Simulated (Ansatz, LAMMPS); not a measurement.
# Convergence of a linear-scaling basis for glassy 68SiO2-14MgO-11ZnO-7BaO (mol %) (75 atoms)

Aim: test how closely localised support functions follow the reference on glassy 68SiO2-14MgO-11ZnO-7BaO (mol %) (75 atoms), and at what cost. A setting counts as converged where the r.m.s. difference of forces stays under 1 % of the r.m.s. force.

Calculated with Ansatz 0.2.0; Kohn-Sham DFT, PBE, PAW (set soft_2), plane waves.

**1. Starting point**

The cell holds 75 atoms: 19 Si, 4 Mg, 3 Zn, 2 Ba and 47 O. Cell: a = 9.700 Å, b = 9.700 Å, c = 9.700 Å, α = 90.0°, β = 90.0°, γ = 90.0°. 75 atoms (19 Si, 4 Mg, 3 Zn, 2 Ba, 47 O) placed at random at 3.37 g/cm³, melted at 4000 K for 10 ps at fixed volume with the Morse and Coulomb pair potential with partial charges (Pedone, Malavasi, Menziani, Cormack and Segre, J. Phys. Chem. B 110, 11780 (2006)). Quenched from 4000 K to 300 K at 25 K/ps and fixed volume, held 5 ps, then minimised at fixed cell.

What the set-up can't give: The quench rate of 25 K/ps is orders of magnitude faster than experiment, which tends to freeze in extra defects. The starting topology of bonds comes from the classical model, and needn't be the one that DFT or experiment would give. Sampling is at Γ alone, for a cell whose shortest periodic width is 10 Å. No spin–orbit coupling is included, so levels derived from the heavy atoms are approximate.

**2. Making the structure**

A classical potential supplies the starting structure, since it reaches far longer times than DFT.

This step: classical MD, Morse and Coulomb pair potential with partial charges (Pedone, Malavasi, Menziani, Cormack and Segre, J. Phys. Chem. B 110, 11780 (2006)) (LAMMPS 22 Jul 2025 - Update 4).

Contents of in.lmp:

```
# melt-quench of Si19Mg4Zn3Ba2O47
units metal
atom_style charge
boundary p p p
region box block 0 9.6995 0 9.6995 0 9.6995
create_box 5 box
mass 1 28.0850   # Si
mass 2 24.3050   # Mg
mass 3 65.3800   # Zn
mass 4 137.3270   # Ba
mass 5 15.9990   # O
create_atoms 1 random 19 432044 NULL overlap 1.5 maxtry 2000
create_atoms 2 random 4 432051 NULL overlap 1.5 maxtry 2000
create_atoms 3 random 3 432058 NULL overlap 1.5 maxtry 2000
create_atoms 4 random 2 432065 NULL overlap 1.5 maxtry 2000
create_atoms 5 random 47 432072 NULL overlap 1.5 maxtry 2000
pair_style hybrid/overlay pedone 5.5 coul/long 8.0
pair_coeff * * coul/long
pair_coeff 1 5 pedone 0.340554 2.006700 2.100000 1   # Si-O
pair_coeff 2 5 pedone 0.038908 2.281000 2.586153 5   # Mg-O
pair_coeff 3 5 pedone 0.001221 3.150679 2.851850 1   # Zn-O
pair_coeff 4 5 pedone 0.065011 1.547596 3.393410 5   # Ba-O
pair_coeff 5 5 pedone 0.042395 1.379316 3.618701 22   # O-O
set type 1 charge 2.4
set type 2 charge 1.2
set type 3 charge 1.2
set type 4 charge 1.2
set type 5 charge -1.2
kspace_style pppm 1.0e-4
neigh_modify delay 0 every 1 check yes
thermo_style custom step time temp pe press density
thermo_modify norm yes
timestep 0.002
thermo 100
# [... 18 lines left out ...]
thermo 1250
fix md all nvt temp 300 300 0.2
run 2500 post no
unfix md
thermo 100
min_style cg
minimize 0 1e-3 2000 20000
write_dump all custom glass.dump id type xs ys zs modify sort id
```

On the command line:

```
$ lmp -in in.lmp -log none -nocite
```

Output:

```text
LAMMPS (22 Jul 2025 - Update 4)
Created orthogonal box = (0 0 0) to (9.6995 9.6995 9.6995)
Created 19 atoms
Created 4 atoms
Created 3 atoms
Created 2 atoms
Created 47 atoms
PPPM initialization ...
  G vector (1/distance) = 0.37631656
  grid = 10 10 10
  estimated relative force accuracy = 8.4040909e-05
   Step          Time           Temp          PotEng         Press         Density
         0   0              0             -1.8296813      798089.11      3.3729727
        80   0.16           0             -15.201092      33114.076      3.3729727
Loop time of 0.168576 s on 1 MPI rank(s) for 80 steps with 75 atoms
Minimization stats:
[... 36 lines left out ...]
     81250   162.5          332.60234     -15.352533      27310.828      3.3729727
     82500   165            297.44566     -15.35097       17251.089      3.3729727
Loop time of 1.84696 s on 1 MPI rank(s) for 2500 steps with 75 atoms
   Step          Time           Temp          PotEng         Press         Density
     82500   165            297.44566     -15.35097       17251.089      3.3729727
     82515   165.03         297.44566     -15.390324      18808.068      3.3729727
Loop time of 0.0480734 s on 1 MPI rank(s) for 15 steps with 75 atoms
Minimization stats:
  Stopping criterion = linesearch alpha is zero
  Energy initial, next-to-last, final =
     -15.3509702168138  -15.3903240702779  -15.3903240702779
  Force two-norm initial, final = 11.969499 0.42405523
  Iterations, force evaluations = 15 63
```

Wall time 80 s (1 thread of AMD EPYC 7R43, shared host); peak memory 0.067 GiB.

**3. Plane-wave single point**

This run is the reference for what follows, at a cutoff of 420 eV.

Contents of input.yaml:

```yaml
crystal:
  lattice:
    - [9.6995, 0.0, 0.0]
    - [0.0, 9.6995, 0.0]
    - [0.0, 0.0, 9.6995]
  atoms:
    - { symbol: Si, position: [0.00066, 0.84031, 0.81642] }
    - { symbol: Si, position: [0.11002, 0.02023, 0.49921] }
    - { symbol: Si, position: [0.15396, 0.3427, 0.5433] }
    - { symbol: Si, position: [0.70722, 0.79711, 0.94615] }
    - { symbol: Si, position: [0.7206, 0.198, 0.92536] }
    - { symbol: Si, position: [0.18407, 0.65797, 0.29664] }
    - { symbol: Si, position: [0.95322, 0.54846, 0.69765] }
    - { symbol: Si, position: [0.88578, 0.03778, 0.15358] }
    - { symbol: Si, position: [0.53737, 0.3076, 0.13526] }
    - { symbol: Si, position: [0.18624, 0.96254, 0.18516] }
    - { symbol: Si, position: [0.88486, 0.57364, 0.27276] }
    - { symbol: Si, position: [0.51912, 0.63177, 0.10881] }
    - { symbol: Si, position: [0.36134, 0.49885, 0.73995] }
    - { symbol: Si, position: [0.64266, 0.59956, 0.69549] }
    - { symbol: Si, position: [0.80458, 0.26852, 0.34088] }
    - { symbol: Si, position: [0.30384, 0.7735, 0.56492] }
    - { symbol: Si, position: [0.59059, 0.60433, 0.3971] }
    - { symbol: Si, position: [0.51288, 0.99646, 0.59686] }
    - { symbol: Si, position: [0.94411, 0.42672, 0.99493] }
    - { symbol: Mg, position: [0.20733, 0.34489, 0.18579] }
    - { symbol: Mg, position: [0.62518, 0.29204, 0.61415] }
    - { symbol: Mg, position: [0.4068, 0.90251, 0.92531] }
    - { symbol: Mg, position: [0.22363, 0.63741, 0.98432] }
    - { symbol: Zn, position: [0.40586, 0.29967, 0.40977] }
    - { symbol: Zn, position: [0.8332, 0.07315, 0.63105] }
    - { symbol: Zn, position: [0.79957, 0.86534, 0.4275] }
    - { symbol: Ba, position: [0.21163, 0.16224, 0.8595] }
    - { symbol: Ba, position: [0.5198, 0.97631, 0.24682] }
    - { symbol: O, position: [0.12514, 0.17734, 0.56703] }
    - { symbol: O, position: [0.60949, 0.92165, 0.97132] }
    - { symbol: O, position: [0.97655, 0.71263, 0.69574] }
    - { symbol: O, position: [0.80375, 0.34739, 0.95531] }
    - { symbol: O, position: [0.8135, 0.09993, 0.01974] }
    - { symbol: O, position: [0.42759, 0.87463, 0.50895] }
    - { symbol: O, position: [0.3358, 0.65969, 0.68613] }
    - { symbol: O, position: [0.18699, 0.03102, 0.34392] }
    - { symbol: O, position: [0.59795, 0.65984, 0.55024] }
    - { symbol: O, position: [0.48346, 0.14773, 0.52571] }
    - { symbol: O, position: [0.29283, 0.38668, 0.63505] }
    - { symbol: O, position: [0.25876, 0.66934, 0.44256] }
    - { symbol: O, position: [0.71122, 0.17735, 0.76703] }
    - { symbol: O, position: [0.86684, 0.81415, 0.91794] }
    - { symbol: O, position: [0.2073, 0.8051, 0.22446] }
    - { symbol: O, position: [0.4156, 0.70868, 0.01391] }
    - { symbol: O, position: [0.29901, 0.47124, 0.8819] }
    - { symbol: O, position: [0.01862, 0.64865, 0.32843] }
    - { symbol: O, position: [0.7492, 0.64235, 0.34371] }
    - { symbol: O, position: [0.78115, 0.23142, 0.49466] }
    - { symbol: O, position: [0.78943, 0.52639, 0.67294] }
    - { symbol: O, position: [0.22168, 0.55118, 0.1811] }
    - { symbol: O, position: [0.20175, 0.35685, 0.39245] }
    - { symbol: O, position: [0.95673, 0.97608, 0.48105] }
    - { symbol: O, position: [0.5294, 0.47929, 0.7297] }
    - { symbol: O, position: [0.91367, 0.54039, 0.1126] }
    - { symbol: O, position: [0.18954, 0.89424, 0.57769] }
    - { symbol: O, position: [0.04135, 0.44781, 0.60102] }
    - { symbol: O, position: [0.98926, 0.50339, 0.85385] }
    - { symbol: O, position: [0.66849, 0.68949, 0.06622] }
    - { symbol: O, position: [0.66336, 0.26122, 0.24205] }
    - { symbol: O, position: [0.57172, 0.22782, 0.99649] }
    - { symbol: O, position: [0.40081, 0.26256, 0.20893] }
    - { symbol: O, position: [0.06019, 0.3235, 0.04379] }
    - { symbol: O, position: [0.86599, 0.41926, 0.33002] }
    - { symbol: O, position: [0.14009, 0.80164, 0.8894] }
    - { symbol: O, position: [0.67069, 0.95641, 0.56614] }
    - { symbol: O, position: [0.98076, 0.9925, 0.7624] }
    - { symbol: O, position: [0.65292, 0.71164, 0.80834] }
    - { symbol: O, position: [0.43588, 0.98869, 0.73962] }
    - { symbol: O, position: [0.90285, 0.1667, 0.26061] }
    - { symbol: O, position: [0.03729, 0.98575, 0.12548] }
    - { symbol: O, position: [0.53476, 0.46886, 0.111] }
    - { symbol: O, position: [0.30033, 0.00653, 0.0795] }
    - { symbol: O, position: [0.54779, 0.44785, 0.42341] }
    - { symbol: O, position: [0.502, 0.67051, 0.27431] }
    - { symbol: O, position: [0.79169, 0.93097, 0.23491] }
kpoints:
  mp_grid: { grid: [1, 1, 1] }
hamiltonian:
  xc: pbe
scf:
  occupations: { method: fixed }
output:
  forces: true
  stress: true
  populations: true
  dos:
    method: { smearing: { sigma: 0.1 } }
    de: 0.1
    projected: { site_lists: { Ba: [Ba], Mg: [Mg], O: [O], Si: [Si], Zn: [Zn] } }
  eigenvalues: true
  write_density: true
  write_potential: true
  volumetric_format: npy
  elf: true
```

On the command line:

```
$ ansatz run input.yaml --threads 4 --pin off --max-ram 8192MiB --backend cpu --events-out ev --progress --plain --runs-dir out
```

Output:

```text
Engine: ansatz 0.2.0, x86_64-unknown-linux-gnu
Pseudopotentials: kind: paw
Pseudopotential: Si, paw, valence charge 4, recommended cutoff 420 eV (normal), Si.paw.azcp
Pseudopotential: Mg, paw, valence charge 10, recommended cutoff 420 eV (normal), Mg.paw.azcp
Pseudopotential: Zn, paw, valence charge 12, recommended cutoff 420 eV (normal), Zn.paw.azcp
Pseudopotential: Ba, paw, valence charge 10, recommended cutoff 420 eV (normal), Ba.paw.azcp
Pseudopotential: O, paw, valence charge 6, recommended cutoff 420 eV (normal), O.paw.azcp
Functional definition: PBE
  parameter kappa = 0.804
  parameter beta = 0.066725
  exchange = pbe_x(kappa = kappa, mu = beta*pi^2/3)
  correlation = pbe_c(beta = beta)
Crystal: 75 atoms, lattice volume = 912.532 Å³
Basis set: ecut = 420 eV, 17845 PW (Γ), exchange–correlation on 144×144×144 points (8 copies of the dense FFT grid, shifted against one another)
Bands: 302, of which v1, the nominal top of the filled ones, is band 227 counted from 1 (226 counted from 0)
Symmetry: 1 space group operations
Space group: P1 (ITA 1), of the structure as read, at distance tolerance 9.7e-5 Å
k-points: 1
Non-local potential: Si, projectors of the file, l = 0: 2, l = 1: 2, l = 2: 2
Non-local potential: Mg, projectors of the file, l = 0: 3, l = 1: 2, l = 2: 1
Non-local potential: Zn, projectors of the file, l = 0: 2, l = 1: 2, l = 2: 3, l = 3: 1
Non-local potential: Ba, projectors of the file, l = 0: 3, l = 1: 2, l = 2: 2, l = 3: 2
Non-local potential: O, projectors of the file, l = 0: 2, l = 1: 2, l = 2: 1
PAW form: soft (Blöchl's): semilocal exchange-correlation on the pseudo side does not see the compensation charge
PAW one-centre angular grid: Si, 110 points (default); XC on 64 Gauss nodes
PAW one-centre angular grid: Mg, 110 points (default); XC on 64 Gauss nodes
PAW one-centre angular grid: Zn, 590 points (default); XC on 64 Gauss nodes
PAW one-centre angular grid: Ba, 194 points (default); XC on 64 Gauss nodes
PAW one-centre angular grid: O, 110 points (default); XC on 64 Gauss nodes
Initial density: superposition of atomic densities (neutral atoms: chi_scale 0, normalization atom), corrected by the library's trained network
Initial wavefunctions: pseudopotential atomic-orbital guess
Functional: x = pbe(κ = 0.804, μ = 0.219515), c = pbe(β = 0.066725)
SCF iter   1: F=—  HF=-68375.125496 eV  |F-HF|=—  |Δ(HF+E_count)|=         —  Δρ=2.11e-3  dr2=4.85e-2  ethr=1.77e-3  ⟨swp⟩=4.0  Hψ=1160  notcnv=0  defer=73
preconditioner: auto → Resta (q_TF=auto, 2.429 Å⁻¹)  ε∞=3.6  [insulator: Δε(μ)=3.568 eV  Ē_g=15.633 eV  n_scr=250 (ndim 8)  ℏωp=25.2 eV  f_vac=0.061  ε∞_Penn≈3.6]
SCF iter   2: F=—  HF=-68375.127048 eV  |F-HF|=—  |Δ(HF+E_count)|=   1.55e-3  Δρ=1.11e-3  dr2=1.26e-2  ethr=1.07e-5  ⟨swp⟩=2.0  Hψ=572  notcnv=0  defer=73
SCF iter   3: F=—  HF=-68375.128644 eV  |F-HF|=—  |Δ(HF+E_count)|=   1.60e-3  Δρ=4.77e-4  dr2=3.18e-3  ethr=2.77e-6  ⟨swp⟩=2.0  Hψ=402  notcnv=0  defer=73
SCF iter   4: F=—  HF=-68375.128403 eV  |F-HF|=—  |Δ(HF+E_count)|=   2.41e-4  Δρ=1.60e-4  dr2=2.58e-4  ethr=7.00e-7  ⟨swp⟩=2.0  Hψ=404  notcnv=0  defer=73
SCF iter   5: F=—  HF=-68375.128452 eV  |F-HF|=—  |Δ(HF+E_count)|=   4.92e-5  Δρ=9.99e-5  dr2=7.07e-5  ethr=5.68e-8  ⟨swp⟩=2.0  Hψ=457  notcnv=0  defer=69
SCF iter   6: F=—  HF=-68375.129665 eV  |F-HF|=—  |Δ(HF+E_count)|=   1.21e-3  Δρ=3.03e-5  dr2=6.85e-6  ethr=1.56e-8  ⟨swp⟩=2.0  Hψ=460  notcnv=0  defer=68
SCF iter   7: F=—  HF=-68375.129667 eV  |F-HF|=—  |Δ(HF+E_count)|=   1.99e-6  Δρ=1.34e-5  dr2=1.45e-6  ethr=1.51e-9  ⟨swp⟩=2.0  Hψ=461  notcnv=0  defer=68
SCF iter   8: F=—  HF=-68375.129668 eV  |F-HF|=—  |Δ(HF+E_count)|=   8.59e-7  Δρ=5.44e-6  dr2=2.50e-7  ethr=3.20e-10  ⟨swp⟩=2.0  Hψ=406  notcnv=0  defer=68
SCF iter   9: F=-68375.129668 eV  HF=-68375.129668 eV  |F-HF|=1.84e-8  |Δ(HF+E_count)|=   2.19e-7  Δρ=1.99e-6  dr2=3.28e-8  ethr=2.20e-11  ⟨swp⟩=24.0  Hψ=3195  notcnv=0
SCF 1 converged in 9 iterations: F = -68375.129668 eV  dr2 = 3.28e-8
  greatest PAW one-centre occupation: 1.000 electrons in one spin orbital (limit 2), on the Mg atom at site 19 (counted from 0), in its partial waves of l = 0
SCF converged after 9 iterations
Free energy (F): -68375.129668 eV
Harris-Foulkes:  -68375.129668 eV  (|F-HF|=1.84e-8)
Internal energy: -68375.129668 eV  (E = F + TS)
E sigma→0 (E₀):  -68375.129668 eV
Fermi energy:    5.246092 eV
--- Per-component energies (eV) ---
  E_band       = -2309.435167
  E_kinetic    = 10312.383765
  E_local      = -34628.831869  (includes V_loc(G=0)·N_el)
  E_nonlocal   = 5086.551231
  E_hartree    = 13031.335917
  E_xc         = -5426.976328
  E_vxc        = -5953.179121  (∫ρ·V_xc dr)
  E_paw        = -34346.112664  (= ΣΔE_a)
  E_vpaw       = -3189.151143  (= ΣTr[D̂ρ^β])
  E_aug_tail   = 0.119212  (compensation charges beyond the density's cutoff)
  E_ewald      = -22403.598932
  E_smearing   = -0.000000  (= −TS)
  E_closure    = 0.000000  (closes the sum)
  Σ components = -68375.129668   (vs F -68375.129668, Δ=0.00e0)
--- Forces (eV/Å), atoms counted from 1 ---
  atom   1  Si    -1.35408773    -1.66989493    -0.45332223
  atom   2  Si     1.53670352    -0.49950481    -1.41070271
  atom   3  Si     0.41940690     0.07176856     1.33877758
  atom   4  Si    -0.31303339    -1.05089452    -0.82532941
  atom   5  Si     1.82049977     1.85236626     2.17989232
  atom   6  Si    -0.95370884     0.79974389     0.11700251
  atom   7  Si    -0.44761251     1.07635717     1.47122198
  atom   8  Si    -1.13528038     1.35607680     1.28928350
  atom   9  Si     3.03864693     0.99502009     1.25357351
  atom  10  Si    -1.24436656    -0.46783955     2.73475990
  atom  11  Si    -0.11695999    -2.10574693    -0.66431007
  atom  12  Si     1.50269207    -0.04392683     0.44949452
  atom  13  Si    -0.14666768     1.44793520    -1.71880667
  atom  14  Si     0.61491643     0.10271909     0.19395533
[...]
atom  74  O     -1.01572293     1.48533508     0.07477261
  atom  75  O     -1.34748147    -1.40274708     0.57038166
  max |Σ_I F_I| component: 4.48e-5 eV/Å
--- Stress (GPa, compression-positive) ---
        8.554406      -0.031318      -0.315424
       -0.031319       6.456308       0.126816
       -0.315425       0.126820       8.705729
  P = ⅓ Tr σ = 7.9055 GPa (79.055 kbar)
--- Band table (eV) ---
  k-point 0: bands = ["-68.9264", "-68.3847", "-68.3061", "-67.8701", [... 286 levels ...], "14.9693", "14.9863", "15.0321", "15.0590", "15.0988", "15.1479", "15.1745", "15.2598", "15.3051", "15.3540", "15.4336", "15.5096"]
--- Löwdin populations: 75 sites ---
  site symbol       q [e]
     0     Si      2.3243
     1     Si      2.2822
     2     Si      2.2940
[...]
74      O      7.0096
  spilling = 0.012072 (of n_electrons = 454.000000)
```

It took 34 s on 4 threads of AMD EPYC 7R43, shared host; peak memory 1.3 GiB; 80 s of CPU time.

Numbers from this run:

```yaml
free_energy: -68375.1297 eV
free_energy_per_atom: -911.6684 eV/atom
scf_cycles: 9
pressure: 7.905 GPa
r_m_s_force_component: 1.056 eV/Å
longest_force: 3.434 eV/Å
fermi_energy: 5.246 eV
spacing_of_highest_filled_and_lowest_empty_level: 3.436 eV
spilling_of_the_projection: 0.01207
```

The r.m.s. force component of 1.1 eV/Å sets the scale for the differences below.

**4. Support functions low**

The cell is solved in localised support functions.

This step: Kohn-Sham DFT, PBE, PAW (set soft_2), localised support functions (low) (Ansatz 0.2.0).

input.yaml, the sections that differ from step 3:

```yaml
scf:
  occupations: { method: fixed }
  eigensolver: { kind: { support_functions: { accuracy: low } } }
  max_iter: 150
output:
  forces: true
  eigenvalues: true
# crystal, kpoints, hamiltonian: as in step 3
```

Output:

```text
Warning: scf.eigensolver.kind.support_functions: disabling space-group detection — the functions' gradient is summed over unrotated k-points, so no spatial operation reduces the k-mesh or symmetrises the density; time reversal is kept, so that k and −k are solved as one point where they differ and the mesh holds both, and exact exchange and, on two spinor components, a DFT+U term hold to it where the run has them: [...]
settings of this run that can trade accuracy for cost: scf.eigensolver.kind.support_functions; scf.eigensolver.kind.support_functions.accuracy: low [...]
[...]
Crystal: 75 atoms, lattice volume = 912.532 Å³
Basis set: ecut = 420 eV, 17845 PW (Γ), exchange–correlation on 144×144×144 points (8 copies of the dense FFT grid, shifted against one another)
Bands: 273, of which v1, the nominal top of the filled ones, is band 227 counted from 1 (226 counted from 0)
Symmetry: 1 space group operations
k-points: 1
[...]
SCF iter   1: F=—  HF=-68369.848346 eV  |F-HF|=—  |Δ(HF+E_count)|=         —  Δρ=1.19e-1  dr2=1.33e2  ethr=1.00e-1
[...]
SCF iter  13: F=—  HF=-68375.465728 eV  |F-HF|=—  |Δ(HF+E_count)|=   1.49e-3  Δρ=7.44e-5  dr2=4.92e-5  ethr=3.69e-8  κ⁻¹=6.7e-6(r=7)
SCF iter  14: F=-68375.466969 eV  HF=-68375.466980 eV  |F-HF|=1.10e-5  |Δ(HF+E_count)|=   1.25e-3  Δρ=2.92e-5  dr2=7.96e-6  ethr=1.08e-8
SCF 1 converged in 14 iterations: F = -68375.493650 eV  dr2 = 7.96e-6
[...]
SCF converged after 14 iterations
Stability not checked: this state was not tested for a lower state beside it, because the mixer in use, unlike msr1, does not test its closes by its own steps (another_mixer; see scf.mixing.algorithm and scf.lower_state_search)
Free energy (F): -68375.493650 eV
[...]
Internal energy: -68375.493650 eV  (E = F + TS)
E sigma→0 (E₀):  -68375.493650 eV
Fermi energy:    5.246686 eV
[...]
Σ components = -68375.493650   (vs F -68375.493650, Δ=0.00e0)
--- Forces (eV/Å), atoms counted from 1 ---
  atom   1  Si    -1.35280019    -1.66887171    -0.45248349
  atom   2  Si     1.53695698    -0.50121798    -1.41207132
  atom   3  Si     0.42108796     0.07145214     1.33622870
  atom   4  Si    -0.31247090    -1.04904872    -0.82494415
[...]
atom  75  O     -1.34749856    -1.40256847     0.56955356
  max |Σ_I F_I| component: 5.72e-3 eV/Å
--- Band table (eV) ---
[...]
```

Elapsed: 5.1 min, on 4 threads; peak memory 2.9 GiB.

The program notes that the band table was not solved further than the SCF left it and it switched symmetry off.

Keys that differ from the reference: support_functions.accuracy = "low" and scf.max_iter = 150.

Forces differ from the reference by 1.0 meV/Å r.m.s., 0.097 % of their size, well within a tolerance of 1 %; the energy by -4.9 meV/atom. It took roughly 9.0 times the reference's time (one timing each, with unlike analyses asked), in 14 cycles against 9.

(Part 1 of 2 ends here.)

[Long decimals in the printed logs are rounded to 6 places.]

[Logs are printed without paths, hosts, clocks, repeated set-up lines and the standing remarks that a program may print on its own settings, such as how far it seeks lower states.]

[Hosts, paths, dates, database ids (printed as entryN), source tags and the programs' standing remarks are cut or masked in the printed files.]
